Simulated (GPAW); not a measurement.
# A 5-layer slab of Cr(111) in an electric field, part 2 of 2

Wanted: the out-of-plane polarisability of a 5-layer slab of Cr(111).

GPAW 26.7.0; GPAW, PAW setups; slab in vacuum.

So far, dipole along the normal (e·Å): step 2 (relaxation) -0.00813; step 3 (the slab's potential) -0.00808; step 4 (field on) -0.104; step 5 (In a field) -0.0565.

## 8. In a field (continued)

The electrostatic potential energy of an electron (without an applied field's), less the Fermi level, planar mean by z:

| z (Å) | electrostatic potential energy of an electron (without an applied field's), less the Fermi level, planar mean (eV) |
| --- | --- |
| 0.0 | 3.85 |
| 0.5 | 4.10 |
| 1.0 | 4.10 |
| 1.5 | 4.10 |
| 2.0 | 4.10 |
| 2.5 | 4.10 |
| 3.0 | 4.10 |
| 3.5 | 4.10 |
| 4.0 | 4.10 |
| 4.5 | 4.10 |
| 5.0 | 4.10 |
| 5.5 | 4.09 |
| 6.0 | 4.08 |
| 6.5 | 4.03 |
| 7.0 | 3.87 |
| 7.5 | 3.41 |
| 8.0 | 2.01 |
| 8.5 | -2.36 |
| 9.0 | -9.04 |
| 9.5 | -10.8 |
| 10.0 | -14.0 |
| 10.5 | -14.8 |
| 11.0 | -13.8 |
| 11.5 | -11.7 |
| 12.0 | -8.33 |
| 12.5 | -1.07 |
| 13.0 | 2.16 |
| 13.5 | 3.15 |
| 14.0 | 3.47 |
| 14.5 | 3.56 |
| 15.0 | 3.59 |
| 15.5 | 3.60 |
| 16.0 | 3.60 |
| 16.5 | 3.60 |
| 17.0 | 3.61 |
| 17.5 | 3.61 |
| 18.0 | 3.61 |
| 18.5 | 3.61 |
| 19.0 | 3.61 |
| 19.5 | 3.61 |
| 20.0 | 3.61 |
| 20.5 | 3.61 |
| 21.0 | 3.65 |

The dipole is now 0.0393 e Å, against -0.0081 in the run without a field.

## 9. In a field

The input, run.py:

```python
import json
import numpy as np
from ase import Atoms
from gpaw import GPAW, PW
from gpaw.external import ConstantElectricField

slab = Atoms(
    ['Cr', 'Cr', 'Cr', 'Cr', 'Cr'],
    positions=[
        [4.07294, 2.35151, 9.00000],
        [0.00000, 0.00000, 9.83138],
        [2.03647, 1.17576, 10.45158],
        [4.07294, 2.35151, 11.10419],
        [-0.00000, 0.00000, 11.85534]],
    cell=[[4.07294, 0.0, 0.0], [2.03647, 3.52727, 0.0], [0.0, 0.0, 21.32554]],
    pbc=[True, True, False])

slab.calc = GPAW(mode=PW(400), xc='PBE', kpts={'size': (9, 9, 1), 'gamma': True},
                 occupations={'name': 'fermi-dirac', 'width': 0.1}, nbands='140%',
                 convergence={'density': 1e-05}, maxiter=200,
                 poissonsolver={'dipolelayer': 'xy'},
                 external=ConstantElectricField(0.2, [0, 0, 1]),
                 symmetry={'tolerance': 1e-3}, txt='slab.txt')
result = {}
energy = slab.get_potential_energy()
fermi = slab.calc.get_fermi_level()
v = slab.calc.get_electrostatic_potential().mean((0, 1)) - fermi
n = slab.calc.get_pseudo_density().mean((0, 1))
L = slab.cell[2, 2]
z = np.arange(len(v)) * L / len(v)
low, high = slab.positions[:, 2].min(), slab.positions[:, 2].max()
below, above = np.interp([low - 6.8, high + 6.8], z, v)
slopes = [np.interp(x, z, np.gradient(v, z)) for x in (low - 6.8, high + 6.8)]
eps = np.array([[slab.calc.get_eigenvalues(k, s) for k in range(len(slab.calc.get_ibz_k_points()))]
                for s in range(slab.calc.get_number_of_spins())]) - fermi
top, bottom = eps[eps < 0].max(), eps[eps > 0].min()
dipole = slab.get_dipole_moment()[2]
print(f'energy {energy:.4f} eV, Fermi level {fermi:.4f} eV, dipole {dipole:.5f} e A')
print(f'potential 6.8 A off the faces, from the Fermi level: lower {below:.4f} eV, upper {above:.4f} eV')
print(f'slope of the potential there: lower {slopes[0]:.5f}, upper {slopes[1]:.5f} eV/A')
print(f'nearest levels on the mesh: {top:.4f} and {bottom:.4f} eV')
print('magnetic moment', round(slab.get_magnetic_moment(), 3))
result.update(energy=energy, fermi=fermi, dipole=dipole, below=below, above=above, slopes=slopes, edges=[top, bottom],
              z=z.tolist(), v=v.tolist(), n=n.tolist(), positions=slab.positions.tolist(),
              forces=slab.get_forces(apply_constraint=False).tolist(), moments=slab.get_magnetic_moments().tolist())
json.dump(result, open('result.json', 'w'))
```

The run is started by

```bash
> OMP_NUM_THREADS=1 OPENBLAS_NUM_THREADS=1 python run.py
```

The log of the run:

```text
energy -40.9450 eV, Fermi level -0.9240 eV, dipole 0.08727 e A
potential 6.8 A off the faces, from the Fermi level: lower 4.4335 eV, upper 3.3342 eV
slope of the potential there: lower -0.00017, upper 0.00018 eV/A
nearest levels on the mesh: -0.0250 and 0.0209 eV
magnetic moment 0.0
```

The job ended after 2.7 min (1 thread of Intel Xeon Platinum 8375C at 2.90GHz (Ice Lake), shared host; peak memory 0.34 GiB).

The dipole is now 0.0873 e Å, against -0.0081 in the run without a field.

## 10. Field on

Changes to run.py since step 9:

```diff
@@ -21,3 +21,3 @@
                  poissonsolver={'dipolelayer': 'xy'},
-                 external=ConstantElectricField(0.2, [0, 0, 1]),
+                 external=ConstantElectricField(0.3, [0, 0, 1]),
                  symmetry={'tolerance': 1e-3}, txt='slab.txt')
```

The log of the run:

```text
energy -40.9562 eV, Fermi level -0.9487 eV, dipole 0.13545 e A
potential 6.8 A off the faces, from the Fermi level: lower 4.7719 eV, upper 3.0657 eV
slope of the potential there: lower -0.00019, upper 0.00018 eV/A
nearest levels on the mesh: -0.0248 and 0.0204 eV
magnetic moment 0.0
```

Wall time 2.7 min (1 thread); peak memory 0.34 GiB.

The dipole is now 0.135 e Å, against -0.0081 in the run without a field.

## 11. The series

The members are put on one axis.

This step: induced dipole against applied field (GPAW 26.7.0).

The dipole along the normal by field:

| field (V/Å) | dipole along the normal (e·Å) |
| --- | --- |
| -0.200 | -0.104 |
| -0.100 | -0.0565 |
| -0.050 | -0.0326 |
| 0.000 | -0.00808 |
| 0.050 | 0.0153 |
| 0.100 | 0.0393 |
| 0.200 | 0.0873 |
| 0.300 | 0.135 |

## 12. Results

| Property | Result |
| --- | --- |
| work function, upper and lower face | 3.880 and 3.771 eV |
| dipole along the normal | -0.00808 e Å |
| induced dipole per field | 0.480 e Å per V/Å |
| out-of-plane polarisability per area, α/(ε0 A) | 6.04 Å |

In words: The field induces 0.480 e Å per V/Å, a polarisable thickness α/(ε0 A) of 6.04 Å beside 2.86 Å between the outermost nuclei. A perfect conductor would give the distance between its two image planes; a dielectric of thickness t gives t(1 - 1/ε). The two faces differ by 0.11 eV, the step that the slab's dipole makes (e p/(ε0 A) gives 0.10 eV), so the dipole layer is needed. The lowest atoms were held at bulk positions, which alone makes the faces unlike. The measured value for polycrystalline Cr, which weights the faces of low work function, is 4.5 eV (as compiled in "Anisotropic work function of elemental crystals", 2019, arxiv:1902.07811); the relaxed upper face lies 0.62 eV under it with PBE. Measured work functions scatter by a tenth of an eV or more between methods. The induced dipole is linear in the field over this range. The runs had no spin polarisation, so a magnetic state, which thin layers of d-metal atoms can have, wasn't tested. The slab is only 2.9 Å thick between its outer nuclei, so the values belong to this film more than to the surface of the bulk metal. The in-plane lattice was kept as typed, which isn't the functional's own and leaves some strain; spin-orbit coupling and temperature are left out.

[Logs are printed without paths, hosts, clocks, repeated set-up lines and the standing remarks that a program may print on its own settings, such as how far it seeks lower states.]

[Hosts, paths, dates, database ids (printed as entryN), source tags and the programs' standing remarks are cut or masked in the printed files.]
